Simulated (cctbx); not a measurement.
# Diagnosing a refinement

Cell a = 13.5830 Å, b = 6.0480 Å, c = 9.4310 Å, α = 90.00°, β = 99.95°, γ = 90.00°; space group C2 (no. 5).

Simulated single-crystal data (cctbx): Mo Kα, λ = 0.71073 Å, to d = 0.84 Å, 80 % of the full sphere, strongest reflection 70000 counts, noise from counting, a 4 % proportional error and a noise floor of 8 counts (s.d.); no absorption.

An anisotropic refinement with weights 1/σ² prints:

```text
Rint 0.025, 186 unique reflections to 1.60 A
cycle     R1     wR2    GooF  max shift (A)
   1  0.0209  0.0659   1.732   0.01049
  12  0.0120  0.0332   0.872   0.00091
final R1 0.0120 wR2 0.0332 GooF 0.872  parameters 64  data/parameter 2.9
atom        x        y        z      Ueq    occ   su(xyz)  su(Uiso or U11)
Re1    0.00000  0.51818  0.00000  -0.0002  1.000  0.00057  0.0015  NPD
Te1    0.77661  0.97839  0.86562   0.0027  1.000  0.00049  0.0019  NPD
Te2    0.58694  0.46635  0.70609   0.0058  1.000  0.00043  0.0018  NPD
Te3    0.84981  0.49954  0.55745   0.0087  1.000  0.00061  0.0018
Sn1    0.92704  0.22269  0.77570   0.0060  1.000  0.00055  0.0024  NPD
Cu1    0.71412  0.73748  0.63746   0.0030  1.000  0.00102  0.0035  NPD
Cu2    0.64746  0.24549  0.93040   0.0046  1.000  0.00141  0.0037  NPD
Mg1    0.00000  0.74191  0.50000   0.0032  1.000  0.00568  0.0103  NPD
difference map: max 0.23 min -0.22 rms 0.07
Q1    0.0639  0.5161  0.8422    4    0.24  1.85 A from Re1
Q2    0.1347  0.9879  0.5575    4    0.24  1.65 A from Te2
Q3    0.0807  0.6875  0.0840    4    0.20  1.61 A from Re1
Q4    0.2293  0.7275  0.5020    4    0.20  1.64 A from Cu1
Q5    0.0164  0.0067  0.8755    4    0.20  1.92 A from Sn1
Q6    0.1260  0.2118  0.0757    4    0.19  1.68 A from Sn1
```

Q: Accept it or mend it, and why?

Mend it. The fault: data cut at low resolution. Against the right model at the same level, R1 goes from 0.0157 to 0.0120 and GooF from 0.94 to 0.87 and Re1, Te1, Te2, Sn1, Cu1, Cu2 and Mg1 go non-positive-definite. The atoms are right, but there are too few data for the parameters: R1 flatters and the s.u.s grow. Data per parameter fall from 20.2 to 2.9.

The compound is MgCu4ReSn2Te6. The right model at the same level gives:

```text
Rint 0.027, 1296 unique reflections to 0.84 A
cycle     R1     wR2    GooF  max shift (A)
   1  0.0333  0.1010   2.284   0.01631
   5  0.0157  0.0414   0.936   0.00044
final R1 0.0157 wR2 0.0414 GooF 0.936  parameters 64  data/parameter 20.2
atom        x        y        z      Ueq    occ   su(xyz)  su(Uiso or U11)
Re1    0.00000  0.51829  0.00000   0.0020  1.000  0.00008  0.0002
Te1    0.77662  0.97811  0.86533   0.0031  1.000  0.00006  0.0002
Te2    0.58675  0.46634  0.70589   0.0045  1.000  0.00006  0.0002
Te3    0.84990  0.50036  0.55720   0.0134  1.000  0.00012  0.0002
Sn1    0.92679  0.22279  0.77595   0.0080  1.000  0.00007  0.0002
Cu1    0.71415  0.73794  0.63818   0.0048  1.000  0.00019  0.0004
Cu2    0.64750  0.24323  0.93051   0.0088  1.000  0.00022  0.0004
Mg1    0.00000  0.73651  0.50000   0.0061  1.000  0.00075  0.0015
Flack x: -0.012(5)
Hooft y: -0.009(6)  Bijvoet pairs: 554
difference map: max 0.72 min -0.65 rms 0.17
Q1    0.0116  0.9882  0.8238    4    0.74  1.64 A from Te2
Q2    0.1442  0.9712  0.6138    4    0.73  1.26 A from Te2
Q3    0.1807  0.7289  0.7823    4    0.65  1.54 A from Cu2
Q4    0.2529  0.1857  0.2871    4    0.64  1.90 A from Te1
Q5    0.1515  0.9870  0.2529    4    0.63  1.60 A from Te1
Q6    0.2366  0.7606  0.4720    4    0.60  1.34 A from Cu1
```

This is a model crystal, built by substitution and not relaxed, with assumed displacement parameters.

[Middle refinement cycles are left out of these outputs.]

[Logs are printed without paths, hosts, clocks, repeated set-up lines and the standing remarks that a program may print on its own settings, such as how far it seeks lower states.]
